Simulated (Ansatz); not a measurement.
# G0W0 on several functionals: CS2NF5 (P-1), part 2 of 2

One-shot GW is not self-consistent; how far does the start matter for CS2NF5 (P-1)?

Ansatz 0.2.0; G0W0 on several functionals, plane waves, PAW. Known limits of the many-body steps: not at the basis limit; coarse k mesh.

So far. Step 2 (G0W0 on PBEsol): The gap on the mesh goes from 2.92 eV to 6.63 eV, a correction of +3.71 eV. Between the two edge states, bare exchange in place of the xc potential would open the gap by 8.68 eV, and correlation takes back 4.97 eV.

In doubt: masses and optical values from hybrid runs of this build are listed as unsure (step 4), which bears on the screening that GW takes from such a start.

## 3. G0W0 on PBE

One-shot GW remembers its start. Another functional's orbitals and levels show by how much.

This step: G0W0 on PBE, plane waves, PAW; PAW set soft_1.

Input file input.yaml:

```yaml
crystal:
  lattice:
    - [4.851, 0.0, 0.0]
    - [-0.2429962821, 7.4030130222, 0.0]
    - [-0.0929160701, -1.0366422871, 7.8775412009]
  atoms:
    - { symbol: C, position: [0.3704668563, 0.511281436, 0.7789674265] }
    - { symbol: C, position: [0.6295331437, 0.488718564, 0.2210325735] }
    - { symbol: S, position: [0.5069110792, 0.6743134807, 0.7030080864] }
    - { symbol: S, position: [0.4930889208, 0.3256865193, 0.2969919136] }
    - { symbol: S, position: [0.1123244275, 0.1912861656, 0.7728123248] }
    - { symbol: S, position: [0.8876755725, 0.8087138344, 0.2271876752] }
    - { symbol: "N", position: [0.2695326305, 0.3914099602, 0.8545470961] }
    - { symbol: "N", position: [0.7304673695, 0.6085900398, 0.1454529039] }
    - { symbol: F, position: [0.9498932602, 0.2824875867, 0.6277270521] }
    - { symbol: F, position: [0.0501067398, 0.7175124133, 0.3722729479] }
    - { symbol: F, position: [0.2661306003, 0.0907955868, 0.9117928285] }
    - { symbol: F, position: [0.7338693997, 0.9092044132, 0.0882071715] }
    - { symbol: F, position: [0.9605213198, -0.0004253749, 0.7012299471] }
    - { symbol: F, position: [0.0394786802, 1.0004253749, 0.2987700529] }
    - { symbol: F, position: [0.860244641, 0.2319621255, 0.89906027] }
    - { symbol: F, position: [0.139755359, 0.7680378745, 0.10093973] }
    - { symbol: F, position: [0.3582205304, 0.1401040865, 0.6410071536] }
    - { symbol: F, position: [0.6417794696, 0.8598959135, 0.3589928464] }
kpoints:
  mp_grid: { grid: [4, 2, 2] }
hamiltonian:
  xc: pbe
  pseudopotentials: { kind: paw, azcp: { folder: soft_1 } }
scf:
  occupations: { method: fixed }
gw:
  n_empty_bands: 1064
  ecut_chi: 140.0
  qp_bands: [v4, c4]
  qp_kpoints: band_edges
  screening: { model: contour_deformation }
```

Launch:

```
$ ansatz run input.yaml --threads 2 --pin off --max-ram 92160MiB --backend cuda --events-out ev --progress --plain --runs-dir out --devices 1 --max-vram 13GiB
```

Numbers of over 12 decimals in the logs are rounded to 6 here.

Output:

```text
GPUs: using 1 of 1 available (devices: 1).
[...]
GPU FFT provider: cuFFT
GPU libraries: cuBLAS 13.8.2, cuFFT 12.4.0, cuSOLVER 12.3.4
Crystal: 18 atoms, lattice volume = 282.898 Å³
Basis set: ecut = 420 eV, 5521 PW (Γ)
Bands: 74, of which v1, the nominal top of the filled ones, is band 56 counted from 1 (55 counted from 0)
Symmetry: 2 space group operations
[...]
k-points: 12 of 16
[...]
GPU buffer pool allocated for 97200 grid points (all kernels)
[...]
SCF iter   1: F=—  HF=-12965.680675 eV  |F-HF|=—  |Δ(HF+E_count)|=         —  Δρ=1.11e-1  dr2=4.86e1  ethr=3.10e-3  ⟨swp⟩=5.0  Hψ=3805  notcnv=0  defer=192
[...]
SCF iter  12: F=-12950.658428 eV  HF=-12950.658428 eV  |F-HF|=3.43e-9  |Δ(HF+E_count)|=   7.95e-8  Δρ=4.14e-6  dr2=6.03e-8  ethr=8.93e-11  ⟨swp⟩=14.2  Hψ=5505  notcnv=0
SCF 1 converged in 12 iterations: F = -12950.658428 eV  dr2 = 6.03e-8
[...]
NSCF: frozen V_eff on 12 k-points
[...]
G₀W₀ screening: q 1/12
[... further progress lines ...]
SCF converged after 12 iterations
Free energy (F): -12950.658428 eV
[...]
Internal energy: -12950.658428 eV  (E = F + TS)
E sigma→0 (E₀):  -12950.658428 eV
Fermi energy:    0.802657 eV
[...]
--- Band table (eV; the first three rows and the last of 12) ---
  k-point 0: bands = [... 52 lower, 0.0714, 0.1682, 0.7284, 0.7820, 3.7451, 4.0665, 5.4058, 5.4994, ... 14 higher]
  k-point 1: bands = [... 52 lower, -0.0641, 0.4023, 0.6792, 0.7421, 3.7997, 4.0251, 5.2730, 5.6111, ... 14 higher]
  k-point 2: bands = [... 52 lower, 0.0879, 0.1449, 0.7833, 0.8027, 3.8104, 3.8481, 5.6042, 5.6434, ... 14 higher]
  k-point 11: bands = [... 52 lower, -0.2168, 0.5184, 0.6683, 0.7000, 3.8940, 3.9314, 5.5775, 5.6325, ... 14 higher]
[...]
0    53      0.0714   -19.4054     1.8197   -15.9394  0.7883    -1.6178    -1.5749  root
     0    54      0.1682   -19.6670     1.7894   -16.2500  0.7892    -1.4998    -1.4594  root
     0    55      0.7284   -19.2634     1.6812   -15.8877  0.7940    -1.0070    -0.9661  root
     0    56      0.7820   -19.4028     1.6887   -16.0238  0.7941    -0.9481    -0.9083  root
     0    57      3.7451   -14.4452    -3.3053   -19.8160  0.8109     5.8594     5.8107  root
     0    58      4.0665   -13.9293    -3.2970   -19.2630  0.8048     6.1560     6.1031  root
     0    59      5.4058   -10.3773    -3.7260   -15.9019  0.8127     7.2525     7.2045  root
     0    60      5.4994   -12.9486    -3.9120   -18.9654  0.7994     7.6927     7.6043  root
[...]
11    57      3.8940   -14.1756    -3.2884   -19.5241  0.8079     6.0037     5.9541  root
    11    58      3.9314   -13.8481    -3.2904   -19.1634  0.8065     6.0055     5.9564  root
    11    59      5.5775   -12.9633    -3.9422   -19.0269  0.7996     7.7880     7.6988  root
    11    60      5.6325   -10.7823    -3.6446   -16.3192  0.8049     7.5772     7.5247  root
```

It took 1.8 min on 1 × NVIDIA H100 80GB HBM3 (shared by 6 runs) with 2 threads of AMD EPYC 7R13 (Zen 3), shared host; peak memory 4.2 GiB; 3.3 min of CPU time.

This step gave:

```yaml
bands_summed: 1120
rpa_eps_infinity_on_this_mesh_eigenvalues: 1.895, 1.955, 2.810
plane_waves_in_the_screening_matrix: 1057
q_points_in_the_mesh: 16
g0w0_gap_on_the_mesh: 6.654 eV
k_of_the_valence_top: 0, -0.5, 0
k_of_the_conduction_bottom: 0, -0.5, -0.5
starting_gap_on_the_mesh: 2.921 eV
z_at_the_valence_top: 0.7943
z_at_the_conduction_bottom: 0.8100
least_direct_g0w0_gap_on_the_computed_points: 6.666 eV
```

Against the run with 4×2×2 mesh, 1064 empty bands, screening to 140 eV, PAW set soft_1 files on PBEsol, the gap moves by +0.03 eV.

## 4. G0W0 on HSE06

This step: G0W0 on HSE06, plane waves, PAW; PAW set soft_1.

input.yaml: that of step 3 with these lines changed.

```diff
@@ -27,3 +27,3 @@
 hamiltonian:
-  xc: pbe
+  xc: hse06
   pseudopotentials: { kind: paw, azcp: { folder: soft_1 } }
```

Output:

```text
GPUs: using 1 of 1 available (devices: 1).
[...]
davidson cushion auto → on  (no smearing: the cushion is to keep the highest requested band from converging to the state above it; pin scf.eigensolver.cushion to override)
[...]
GPU FFT provider: cuFFT
GPU libraries: cuBLAS 13.8.2, cuFFT 12.4.0, cuSOLVER 12.3.4
Crystal: 18 atoms, lattice volume = 282.898 Å³
Basis set: ecut = 420 eV, 5521 PW (Γ)
[...]
0    59      5.9891    -9.7469    -3.3152   -14.4829  0.8496     7.4251     7.4099  root
     0    60      6.1632   -10.3760    -3.2447   -15.1817  0.8406     7.7413     7.7242  root
[...]
11    57      4.4277   -13.1345    -3.0403   -17.8823  0.8399     6.1518     6.1352  root
    11    58      4.4446   -12.7170    -3.0264   -17.4130  0.8392     6.1303     6.1142  root
    11    59      6.1703    -9.5963    -3.2378   -14.3245  0.8417     7.6744     7.6609  root
    11    60      6.1735    -9.8059    -3.2464   -14.5611  0.8410     7.6972     7.6822  root
[key lines of the parts left out:]
Free energy (F): -12949.522686 eV
Fermi energy:    -0.016645 eV
```

It took 5.6 min on 1 × NVIDIA H100 80GB HBM3 (shared by 6 runs) with 2 threads; peak memory 4.7 GiB; 7.5 min of CPU time.

This step gave:

```yaml
bands_summed: 1120
rpa_eps_infinity_on_this_mesh_eigenvalues: 1.770, 1.815, 2.496
plane_waves_in_the_screening_matrix: 1057
g0w0_gap_on_the_mesh: 7.242 eV
k_of_the_valence_top: 0, -0.5, 0
k_of_the_conduction_bottom: 0, -0.5, -0.5
starting_gap_on_the_mesh: 4.268 eV
least_direct_g0w0_gap_on_the_computed_points: 7.258 eV
```

Against the run with 4×2×2 mesh, 1064 empty bands, screening to 140 eV, PAW set soft_1 files on PBE, the gap moves by +0.59 eV, while the start moved by +1.35 eV.

## 5. Side by side

All on the 4×2×2 mesh with 1064 empty bands and screening to 140 eV. Times are wall times on 1 × NVIDIA H100 80GB HBM3 (shared by 6 runs) with 2 threads of AMD EPYC 7R13 (Zen 3), shared host, good to a factor of about two.

```csv
start,starting gap (eV),shift (eV),G0W0 gap (eV),RPA ε∞ (harmonic mean),"Z (valence, conduction)",time
PBEsol,2.92,+3.71,6.63,2.16,"0.79, 0.81",87 s
PBE,2.92,+3.73,6.65,2.15,"0.79, 0.81",1.8 min
HSE06,4.27,+2.97,7.24,1.98,"0.83, 0.84",5.6 min
```

The parts of the quasiparticle energy at the two band edges (eV; QP = start + Σx + Σc − Vxc):

```csv
run,edge,start,Σx,Σc,Vxc,Z,QP
PBEsol,valence top,0.77,-19.41,1.70,-16.01,0.79,-0.94
PBEsol,conduction bottom,3.69,-14.05,-3.28,-19.33,0.81,5.69
PBE,valence top,0.80,-19.43,1.69,-16.06,0.79,-0.89
PBE,conduction bottom,3.72,-14.08,-3.27,-19.40,0.81,5.77
HSE06,valence top,-0.02,-19.23,1.36,-16.60,0.83,-1.30
HSE06,conduction bottom,4.25,-13.09,-3.03,-17.82,0.84,5.95
```

For a hybrid start, Vxc holds its share of exact exchange.

## 6. Summary of results

```
G0W0@PBEsol  : 6.63 eV (start 2.92 eV)
G0W0@PBE     : 6.65 eV (start 2.92 eV)
G0W0@HSE06   : 7.24 eV (start 4.27 eV)
known limits : not at the basis limit; coarse k mesh
```

The starting gaps span 1.35 eV and the G0W0 gaps 0.61 eV. Between PBEsol and HSE06, 0.61 eV of the 1.35 eV survives, 46 %. HSE06 screens less than PBEsol (ε∞ 1.98 against 2.16). Of the 0.61 eV by which its G0W0 gap is higher, the correlation part gives +0.58 eV, and exchange with the one-particle terms, which follow the orbitals, +0.03 eV. The smallest correction, +2.97 eV, is on HSE06, the start nearest to reproducing itself. Bands and cutoff are finite, so the gap is not at the basis limit. The miss can reach some tenths of an eV and take either sign; the mesh is an error of its own. The 4×2×2 mesh is coarse for this cell (its supercell is 15 Å along the shortest edge). The RPA ε∞ on it, from the PBEsol start, is 1.90, 1.97 and 2.82; such meshes misread the long-range screening, most where the gap is narrow.

[Paths, hosts, dates, memory and timing lines, banners, echoed tables and standing remarks are left out of the program output.]

[Logs are printed without paths, hosts, clocks, repeated set-up lines and the standing remarks that a program may print on its own settings, such as how far it seeks lower states.]

[Runs of the session that timed out or met a known fault of the program may be left out.]

[Cells called generated may have been cut or substituted from an entry of the Crystallography Open Database or the Materials Project.]

[Hosts, paths, dates, database ids (printed as entryN), source tags and the programs' standing remarks are cut or masked in the printed files.]
